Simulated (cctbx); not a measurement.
## Tb6Sc5Al3V3Fe across an absorption edge

Space group P-1 (no. 2), a = 5.6020 Å, b = 5.7040 Å, c = 13.8290 Å, α = 90.05°, β = 90.85°, γ = 119.02°.

| atom | mult. | x | y | z | Ueq (Å²) |
| --- | --- | --- | --- | --- | --- |
| Tb1 | 2 | 0.6498 | 0.3245 | 0.7059 | 0.0022 |
| Tb2 | 2 | 0.9967 | 0.0035 | 0.3780 | 0.0056 |
| Tb3 | 2 | 0.3235 | 0.6735 | 0.0428 | 0.0074 |
| Fe1 | 1 | 1/2 | 1/2 | 1/2 | 0.0057 |
| V1 | 1 | 1/2 | 0 | 1/2 | 0.0059 |
| V2 | 2 | 0.8366 | 0.1677 | 0.1643 | 0.0081 |
| Sc1 | 1 | 0 | 1/2 | 1/2 | 0.0070 |
| Sc2 | 2 | 0.6565 | 0.3138 | 0.3392 | 0.0067 |
| Sc3 | 2 | 0.8313 | 0.6670 | 0.1692 | 0.0069 |
| Al1 | 2 | 0.3315 | 0.1590 | 0.1654 | 0.0120 |
| Al2 | 1 | 0 | 0 | 0 | 0.0074 |

The model was made for the exercise: a known structure type with other elements put in, its volume estimated, not relaxed; displacement parameters are assumed.

Calculated with cctbx: free-atom f′ and f″ from the Sasaki tables, no fine structure; amplitudes in electrons.

| E (eV) | F 1 -1 1 | F 0 0 4 | F 0 -1 2 | F 1 -1 0 |
| --- | --- | --- | --- | --- |
| 4865 | 7.4 | 7.1 | 16.2 | 14.4 |
| 5215 | 9.2 | 7.7 | 19.2 | 13.7 |
| 5345 | 10.6 | 7.8 | 20.9 | 12.6 |
| 5405 | 12.0 | 7.8 | 22.5 | 11.3 |
| 5435 | 13.4 | 7.7 | 23.9 | 9.9 |
| 5450 | 14.8 | 7.7 | 25.4 | 8.6 |
| 5457 | 16.1 | 7.6 | 26.7 | 7.4 |
| 5461 | 17.5 | 7.6 | 28.1 | 6.1 |
| 5469 | 18.2 | 7.7 | 27.5 | 10.9 |
| 5473 | 16.6 | 7.8 | 25.7 | 11.8 |
| 5480 | 15.1 | 7.9 | 24.2 | 12.7 |
| 5495 | 13.5 | 8.0 | 22.6 | 13.7 |
| 5525 | 12.0 | 8.1 | 21.0 | 14.9 |
| 5615 | 9.9 | 8.2 | 19.0 | 16.6 |
| 5865 | 7.6 | 8.5 | 17.1 | 18.5 |

**Question.** Which edge is crossed, and why do the reflections move as they do?

The K edge of V. The edge is at 5465 eV. f′ of V falls from -3.6 e at 5345 eV to -7.2 e at 4 eV below it, and f″ steps from 0.45 to 3.99 e across it. Over that approach |F| changes by +65 % (1 -1 1), -3 % (0 0 4), +34 % (0 -1 2) and -52 % (1 -1 0): a reflection falls where V scatters in phase with the total and rises where it scatters against it; it hardly moves where the V term is small or cancels by symmetry. Above the edge the larger f″ enters the imaginary part, where it can add to or cancel the other atoms' f″. The structure is centrosymmetric, so Friedel mates stay equal.
